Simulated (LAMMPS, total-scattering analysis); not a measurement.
**From input file to S(Q): ZnSe**

Aim: a model of ZnSe on cooling, with the X-ray and neutron patterns it would give.

Method: classical molecular dynamics (LAMMPS) with the Stillinger-Weber II-VI potential (Zhou et al., Phys. Rev. B 88, 085309 (2013)). Composition: Zn 50.0, Se 50.0 atom %; 600 atoms.

## The run

The step of 1 fs has to resolve the fastest vibration, that of the lightest atoms and stiffest bonds. The random start is relaxed with capped moves and melted at fixed volume, so that it is forgotten as far as a few ps allow. The hottest part of the cooling also runs at fixed volume, because an open network can foam at zero pressure; below that the barostat finds the density.

Contents of in.lmp:

```
# melt and quench of ZnSe
units metal
atom_style atomic
boundary p p p
region box block 0 24.1587 0 24.1587 0 24.1587
create_box 2 box
mass 1 65.3800   # Zn
mass 2 78.9710   # Se
create_atoms 1 random 300 718 NULL overlap 2.06 maxtry 2000
create_atoms 2 random 300 725 NULL overlap 2.06 maxtry 2000
pair_style sw
pair_coeff * * CdTeZnSeHgS0.sw Zn Se
neigh_modify delay 0 every 1 check yes
thermo_style custom step time temp pe press density
thermo_modify norm yes
timestep 0.001
thermo 100
minimize 1e-4 1e-4 200 2000
reset_timestep 0
velocity all create 2600 719 mom yes dist gaussian
fix lim all nve/limit 0.05
fix lan all langevin 2600 2600 0.1 720 zero yes
thermo 500
run 1000 post no
unfix lim
unfix lan
thermo 2666
fix md all nvt temp 2600 2600 0.1
run 8000 post no
unfix md
thermo 3200
fix md all nvt temp 2600 1800 0.1
run 16000 post no
unfix md
thermo 2500
fix md all nvt temp 1800 1800 0.1
run 5000 post no
unfix md
print "== production at 1800 K"
dump d all custom 400 s0.traj id type xu yu zu
dump_modify d sort id format float %.3f
thermo 200
fix md all nvt temp 1800 1800 0.1
run 8000 post no
unfix md
undump d
[... 1 more blocks of the same form, at 1200 K ...]
thermo 3600
fix md all npt temp 1200 300 0.1 iso 0 0 1
run 18000 post no
unfix md
thermo 2500
fix md all npt temp 300 300 0.1 iso 0 0 1
run 5000 post no
unfix md
print "== production at 300 K"
dump d all custom 400 s2.traj id type xu yu zu
dump_modify d sort id format float %.3f
thermo 200
fix md all npt temp 300 300 0.1 iso 0 0 1
run 8000 post no
unfix md
undump d
```

```console
$ lmp -in in.lmp -log none -nocite
```

```text
[a thinned log: between the lines shown up to 5 are left out unmarked, longer gaps are marked]
LAMMPS (22 Jul 2025 - Update 4)
Created orthogonal box = (0 0 0) to (24.1587 24.1587 24.1587)
Created 300 atoms
Created 300 atoms
   Step          Time           Temp          PotEng         Press         Density
         0   0              0              1.4746274      712381.6       5.0999912
       100   0.1            0             -2.1063515      431.79208      5.0999912
       166   0.166          0             -2.1463751      4888.5427      5.0999912
Loop time of 0.336648 s on 1 MPI rank(s) for 166 steps with 600 atoms
Minimization stats:
  Stopping criterion = energy tolerance
  Energy initial, next-to-last, final =
      1.47462744034963  -2.14616122561617  -2.14637506149036
  Force two-norm initial, final = 413.94093 1.6773495
      1000   1              2598.2924     -1.7840787      58074.141      5.0999912
[... 8 lines left out ...]
   Step          Time           Temp          PotEng         Press         Density
[... 8 lines left out ...]
   Step          Time           Temp          PotEng         Press         Density
== production at 1800 K (one thermo line in eight is kept)
     33200   33.2           1706.7225     -1.9527551      29361.141      5.0999912
[... 8 lines left out ...]
     40400   40.4           1486.3095     -2.0264521      24139.652      5.0999912
[... 8 lines left out ...]
     47600   47.6           1244.3545     -2.1496925     -620.89335      4.8413734
[... 7 lines left out ...]
== production at 1200 K (one thermo line in eight is kept)
   Step          Time           Temp          PotEng         Press         Density
[... 8 lines left out ...]
     60600   60.6           1164.803      -2.1913161      1453.653       4.8219591
[... 8 lines left out ...]
     78600   78.6           312.20427     -2.3415942      2241.7301      4.9220442
     83600   83.6           304.1458      -2.3405639      2746.3314      4.9156267
Loop time of 6.09298 s on 1 MPI rank(s) for 5000 steps with 600 atoms
== production at 300 K (one thermo line in eight is kept)
   Step          Time           Temp          PotEng         Press         Density
     83600   83.6           304.1458      -2.3405639      2746.3316      4.9156267
     85200   85.2           310.07239     -2.3409896     -1860.2099      4.8992519
     86800   86.8           296.50832     -2.3414062     -943.14793      4.9099145
     88400   88.4           294.79081     -2.3422325      1180.4277      4.913954
     90000   90             322.46981     -2.3403781      2763.6946      4.9166654
     91600   91.6           302.99758     -2.3420696     -1021.317       4.8964844
Loop time of 9.82014 s on 1 MPI rank(s) for 8000 steps with 600 atoms
```

It took 120 s on 1 thread of AMD EPYC 7R43 64-Core Processor (Zen 3), on a shared host, peak memory 0.1 GiB.

## Analysis

The totals are in Faber–Ziman form. Below 4 Å⁻¹ the partials are summed on the cell's own reciprocal vectors (from 0.26 Å⁻¹) and folded with a Gaussian of σ = 0.07 Å⁻¹; above it they are transforms of g(r) out to 12.1 Å, tapered over the last 40 %. X-rays take neutral-atom form factors, neutrons coherent lengths (Zn 5.68, Se 7.97 fm). G(r) = 4πrρ₀[g(r) − 1] carries the resolution of a Lorch-windowed transform up to 22 Å⁻¹. The patterns are simulated, not measured. The potential was fitted to tetrahedral crystals; it favours four neighbours in the liquid and keeps the solid to temperatures at which the real compounds have long melted or sublimed. Each stop is averaged over 20 or 21 frames.

```csv
T (K),state,density (g/cm³),first clear X-ray maximum (Å⁻¹),its height (X-ray),first clear neutron maximum (Å⁻¹),its height (neutron),Zn–Se (Å),Se around Zn,Se–Se (Å),held,"D over the elements, rough (10⁻⁹ m²/s)"
1800,liquid,5.100,2.11,1.28,2.09,1.34,2.56,4.26,3.68,"volume, 3.2 GPa mean",2.9 to 4.1
1200,viscous,4.824,1.94,1.45,1.94,1.55,2.52,3.86,4.08,pressure,0.13 to 0.19
300,rigid,4.905,1.94,1.48,1.95,1.57,2.49,3.75,4.10,pressure,-
```

neutron S(Q):

```csv
Q (Å⁻¹),1800 K,1200 K,300 K
0.8,0.01,0.02,0.02
1.1,0.04,0.06,0.04
1.4,0.11,0.15,0.15
1.7,0.42,0.74,0.77
2.0,1.24,1.46,1.49
2.3,1.12,0.75,0.70
2.6,0.98,0.66,0.53
2.9,1.11,1.08,0.94
3.2,1.30,1.69,1.71
3.5,1.17,1.36,1.58
3.8,0.90,0.83,0.79
4.1,0.78,0.64,0.56
4.4,0.82,0.69,0.60
4.7,0.95,0.89,0.85
5.0,1.08,1.12,1.14
5.3,1.13,1.20,1.26
5.6,1.11,1.14,1.17
5.9,1.04,1.04,1.03
6.2,0.96,0.98,1.00
6.5,0.92,0.93,0.97
6.8,0.93,0.89,0.87
7.1,0.97,0.91,0.85
7.4,1.02,0.99,0.94
7.7,1.05,1.06,1.05
8.0,1.05,1.09,1.14
8.3,1.02,1.07,1.14
8.6,1.00,1.01,1.05
8.9,0.97,0.96,0.94
```

At 300 K the maxima of S(Q), Q in Å⁻¹ (height), are X-ray: 1.94 (1.48), 3.30 (1.89), 5.31 (1.26), 8.15 (1.16); neutron: 1.95 (1.57), 3.31 (1.89), 5.30 (1.26), 8.15 (1.16). Its shells:

```csv
pair,first peak (Å),g there,first minimum (Å),g there,neighbours,X-ray weight (f = Z),neutron weight
Zn–Se,2.49,10.6,3.10,0.10,"3.8 Se per Zn, 3.8 Zn per Se",0.50,0.49
Zn–Zn,4.03,3.3,4.98,0.46,11.2,0.22,0.17
Se–Se,4.10,3.1,4.98,0.44,11.4,0.28,0.34
```

Bonded neighbours (only these pairs count: cutoffs Zn–Se 3.1 Å): Zn: 2 1.5 %, 3 23 %, 4 74 %, 5 1.4 %; Se: 2 3.8 %, 3 24 %, 4 66 %, 5 6.1 %. Se–Zn–Se peak at 110° and Zn–Se–Zn peak at 110°. These counts come from 4 frames.

The tapered transform alone would put 1.90 at the neutron maximum of 3.31 Å⁻¹, where the reciprocal vectors give 1.89; the two routes agree.

**Reading.** From 1800 to 300 K the sample goes from a liquid to rigid on the time of the run; the hottest stop is held at the starting volume, and the last has 4.905 g/cm³. The first Zn–Se shell holds 3.8 Se at 2.49 Å. The first Se–Se shell holds 11.4 Se at 4.10 Å, with no empty gap behind it. In Bhatia–Thornton form S_CC/(c₁c₂) peaks at 2.00 Å⁻¹ with 3.45, the mark of chemical order: unlike neighbours are preferred. Unlike atoms are nearest: the pair functions peak at 2.49 Å (Zn–Se) and 4.10 Å (Se–Se). The ratio of these peaks, 1.64 (±0.04), compares with 1.73 for a triangle, 1.63 for a tetrahedron and 1.41 for an octahedron, and Zn has 3.8 anions. The quench is many orders of magnitude faster than melt spinning, so the glass is little relaxed, and a real sample of this composition would mostly crystallise.

[Logs are printed without paths, hosts, clocks, repeated set-up lines and the standing remarks that a program may print on its own settings, such as how far it seeks lower states.]
